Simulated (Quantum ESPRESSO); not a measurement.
# GaAs (F-43m): how pressure shifts the optical phonon

Wanted: a fit of frequency against volume for GaAs (F-43m), tested on a run that is left out of it.

Main program and level: Quantum ESPRESSO 7.5; DFT LDA, scalar-relativistic, plane waves, GBRV ultrasoft pseudopotentials.

## 1. Set-up

The structure is cubic, space group F-43m (No. 216). Conventional cell: a = 5.610 Å, b = 5.610 Å, c = 5.610 Å, α = 90.00°, β = 90.00°, γ = 90.00°. Nearest to Ga lie 4 As at 2.43 Å. Nearest to As lie 4 Ga at 2.43 Å. Farther neighbours are not listed.

Coordinates:

```xyz
2
Lattice="-2.8048 0.0000 2.8048 0.0000 2.8048 2.8048 -2.8048 2.8048 0.0000" Properties=species:S:1:pos:R:3 pbc="T T T"
Ga    0.0000    0.0000    0.0000
As   -1.4024    1.4024    1.4024
```

This is the cell after its relaxation at this level of theory, not the database cell from which that began.

## 2. Runs at several volumes

The relaxed cell is scaled uniformly; in this structure symmetry fixes all atoms, so nothing has to be relaxed anew. Each volume gets a ground state and a response at Γ. The mode followed is the highest one without the macroscopic field, of symmetry T2; longitudinal polar modes lie higher. Cutoff 50 Ry, k mesh 10×10×10.

From the response at V/V₀ = 0.94:

The program printed:

```text
[banners, grids, parts of the stress and lines that vanish by symmetry left out]
Program PHONON v.7.5
     Reading xml data from directory:

[...]
Exchange-correlation= PZ
                           (   1   1   0   0   0   0   0)
[...]
kinetic-energy cut-off    =      50.0000  Ry
     charge density cut-off    =     400.0000  Ry
     convergence threshold     =      1.0E-18
[...]
Exchange-correlation= PZ
                           (   1   1   0   0   0   0   0)
[...]
q = (   0.0000000   0.0000000   0.0000000 )
     25 Sym.Ops. (with q -> -q+G )
     G cutoff = 1092.5714  (  38013 G-vectors)     FFT grid: ( 48, 48, 48)
     G cutoff =  546.2857  (  13371 G-vectors)  smooth grid: ( 36, 36, 36)
     number of k points=    47
[...]
Mode symmetry, T_d (-43m)  point group:
[...]
Dielectric constant
[...]
End of electric fields calculation
          Dielectric constant in cartesian axis
          (      14.201333533      -0.000000000       0.000000000 )
          (      -0.000000000      14.201333533       0.000000000 )
          (       0.000000000       0.000000000      14.201333533 )
          Effective charges (d Force / dE) in cartesian axis without acoustic sum rule applied (asr)
           atom    1  Ga    Mean Z*:        1.94151
      Ex  (        1.94151       -0.00000       -0.00000 )
      Ey  (       -0.00000        1.94151        0.00000 )
      Ez  (       -0.00000       -0.00000        1.94151 )
           atom    2  As    Mean Z*:       -2.02442
      Ex  (       -2.02442        0.00000        0.00000 )
      Ey  (        0.00000       -2.02442        0.00000 )
      Ez  (        0.00000        0.00000       -2.02442 )
          Effective charges Sum: Mean:       -0.08291
[...]
Effective charges (d Force / dE) in cartesian axis with asr applied:
           atom    1  Ga    Mean Z*:        1.98296
[...]
atom    2  As    Mean Z*:       -1.98296
[...]
Representation #   1 modes #   1   2   3
[...]
End of self-consistent calculation
     Convergence has been achieved
     Representation #   2 modes #   4   5   6
[...]
End of self-consistent calculation
     Convergence has been achieved
[...]
Dielectric constant in cartesian axis
          (      14.201333533      -0.000000000       0.000000000 )
          (      -0.000000000      14.201333533       0.000000000 )
          (       0.000000000       0.000000000      14.201333533 )
          Effective charges (d Force / dE) in cartesian axis without acoustic sum rule applied (asr)
           atom    1  Ga    Mean Z*:        1.94151
      Ex  (        1.94151       -0.00000       -0.00000 )
      Ey  (       -0.00000        1.94151        0.00000 )
      Ez  (       -0.00000       -0.00000        1.94151 )
           atom    2  As    Mean Z*:       -2.02442
      Ex  (       -2.02442        0.00000        0.00000 )
      Ey  (        0.00000       -2.02442        0.00000 )
      Ez  (        0.00000        0.00000       -2.02442 )
          Effective charges Sum: Mean:       -0.08291
[...]
Effective charges (d Force / dE) in cartesian axis with asr applied:
           atom    1  Ga    Mean Z*:        1.98296
[...]
atom    2  As    Mean Z*:       -1.98296
[...]
q = (    0.000000000   0.000000000   0.000000000 )
[...]
freq (    1) =      -0.250696 [THz] =      -8.362334 [cm-1]
     freq (    2) =      -0.250696 [THz] =      -8.362334 [cm-1]
     freq (    3) =      -0.250696 [THz] =      -8.362334 [cm-1]
     freq (    4) =       8.723705 [THz] =     290.991488 [cm-1]
     freq (    5) =       8.723705 [THz] =     290.991488 [cm-1]
     freq (    6) =       8.723705 [THz] =     290.991488 [cm-1]
[...]
Mode symmetry, T_d (-43m)  point group:
     freq (   1-   3) =         -8.4  [cm-1]   --> T_2  G_15 P_4   I+R
     freq (   4-   6) =        291.0  [cm-1]   --> T_2  G_15 P_4   I+R

   JOB DONE.
```

One volume, V/V₀ = 1.03, is held back as a test.

| V/V₀ | volume (Å³/atom) | pressure (GPa) | ω (cm⁻¹) |
| --- | --- | --- | --- |
| 0.94 | 20.741 | 5.30 | 290.99 |
| 0.97 | 21.403 | 2.41 | 280.14 |
| 1 | 22.065 | -0.03 | 269.90 |
| 1.03 | 22.727 | -2.09 | held back |
| 1.06 | 23.389 | -3.83 | 250.99 |

## 3. The fit

The mode Grüneisen parameter is γ = −d ln ω / d ln V.

| ln(V/V₀) | ln ω |
| --- | --- |
| -0.0619 | 5.6733 |
| -0.0305 | 5.6353 |
| 0.0000 | 5.5981 |
| 0.0583 | 5.5254 |

A straight line through these points has the slope -1.232, so γ = 1.23; at V/V₀ = 1.03 it predicts ω = exp(5.5975 − 0.0364) = 260.11 cm⁻¹.

A parabola of pressure against ln V through V/V₀ = 0.97, 1 and 1.03 gives the bulk modulus B = −dP/d ln V = 75 GPa at V₀. With ω₀ from the fitted line the pressure coefficient follows as dω/dP = γ ω₀ / B = 1.23 × 269.8 / 75 = 4.44 cm⁻¹/GPa.

## 4. The run that was held back

The program printed:

```text
[banners, grids, parts of the stress and lines that vanish by symmetry left out]
[banner, memory and clock lines left out]
Program PHONON v.7.5

[...]
Exchange-correlation= PZ
                           (   1   1   0   0   0   0   0)
[...]
kinetic-energy cut-off    =      50.0000  Ry
     charge density cut-off    =     400.0000  Ry
     convergence threshold     =      1.0E-18
[...]
Exchange-correlation= PZ
                           (   1   1   0   0   0   0   0)
[...]
q = (   0.0000000   0.0000000   0.0000000 )
     25 Sym.Ops. (with q -> -q+G )
     G cutoff = 1161.2420  (  41391 G-vectors)     FFT grid: ( 50, 50, 50)
     G cutoff =  580.6210  (  14649 G-vectors)  smooth grid: ( 36, 36, 36)
     number of k points=    47
[...]
Mode symmetry, T_d (-43m)  point group:
[...]
Dielectric constant
[...]
End of electric fields calculation
          Dielectric constant in cartesian axis
          (      74.524895047      -0.000000000      -0.000000000 )
          (       0.000000000      74.524895047       0.000000000 )
          (      -0.000000000       0.000000000      74.524895047 )
          Effective charges (d Force / dE) in cartesian axis without acoustic sum rule applied (asr)
           atom    1  Ga    Mean Z*:        2.18948
      Ex  (        2.18948       -0.00000       -0.00000 )
      Ey  (       -0.00000        2.18948       -0.00000 )
      Ez  (       -0.00000        0.00000        2.18948 )
           atom    2  As    Mean Z*:       -2.37737
      Ex  (       -2.37737       -0.00000        0.00000 )
[...]
Representation #   1 modes #   1   2   3
[...]
End of self-consistent calculation
     Convergence has been achieved
     Representation #   2 modes #   4   5   6
[...]
End of self-consistent calculation
     Convergence has been achieved
[...]
Dielectric constant in cartesian axis
          (      74.524895047      -0.000000000      -0.000000000 )
          (       0.000000000      74.524895047       0.000000000 )
          (      -0.000000000       0.000000000      74.524895047 )
          Effective charges (d Force / dE) in cartesian axis without acoustic sum rule applied (asr)
           atom    1  Ga    Mean Z*:        2.18948
      Ex  (        2.18948       -0.00000       -0.00000 )
      Ey  (       -0.00000        2.18948       -0.00000 )
      Ez  (       -0.00000        0.00000        2.18948 )
           atom    2  As    Mean Z*:       -2.37737
      Ex  (       -2.37737       -0.00000        0.00000 )
      Ey  (        0.00000       -2.37737       -0.00000 )
      Ez  (        0.00000       -0.00000       -2.37737 )
          Effective charges Sum: Mean:       -0.18789
[...]
Effective charges (d Force / dE) in cartesian axis with asr applied:
           atom    1  Ga    Mean Z*:        2.28342
[...]
atom    2  As    Mean Z*:       -2.28342
[...]
q = (    0.000000000   0.000000000   0.000000000 )
[...]
freq (    1) =      -0.172851 [THz] =      -5.765697 [cm-1]
     freq (    2) =      -0.172851 [THz] =      -5.765697 [cm-1]
     freq (    3) =      -0.172851 [THz] =      -5.765697 [cm-1]
     freq (    4) =       7.802874 [THz] =     260.275870 [cm-1]
     freq (    5) =       7.802874 [THz] =     260.275870 [cm-1]
     freq (    6) =       7.802874 [THz] =     260.275870 [cm-1]
[...]
Mode symmetry, T_d (-43m)  point group:
     freq (   1-   3) =         -5.8  [cm-1]   --> T_2  G_15 P_4   I+R
     freq (   4-   6) =        260.3  [cm-1]   --> T_2  G_15 P_4   I+R
```

It gives 260.28 cm⁻¹ against the predicted 260.11 cm⁻¹, a miss of 0.2 cm⁻¹.

## 5. Outcome

```json
{"mode Grüneisen parameter": "1.232", "bulk modulus": "74.9 GPa", "pressure coefficient": "4.44 cm⁻¹/GPa"}
```

In words: The highest optical mode of GaAs (F-43m) without the LO-TO term stiffens by 4.44 cm⁻¹ a GPa near the relaxed volume, with γ = 1.23. The power law meets all 5 runs within 0.07 %; between neighbouring volumes γ runs from 1.21 to 1.27. Such a coefficient turns a measured shift of this mode into a hydrostatic stress; uniaxial or biaxial stress splits the mode and needs deformation potentials. These are harmonic values at zero temperature for the structure held cubic, which a run at Γ can't show to be stable; the bulk modulus rests on three points.

[Host names and launcher messages were left out of these logs when they were recorded.]

[Logs are printed without paths, hosts, clocks, repeated set-up lines and the standing remarks that a program may print on its own settings, such as how far it seeks lower states.]

[Hosts, paths, dates, database ids (printed as entryN), source tags and the programs' standing remarks are cut or masked in the printed files.]
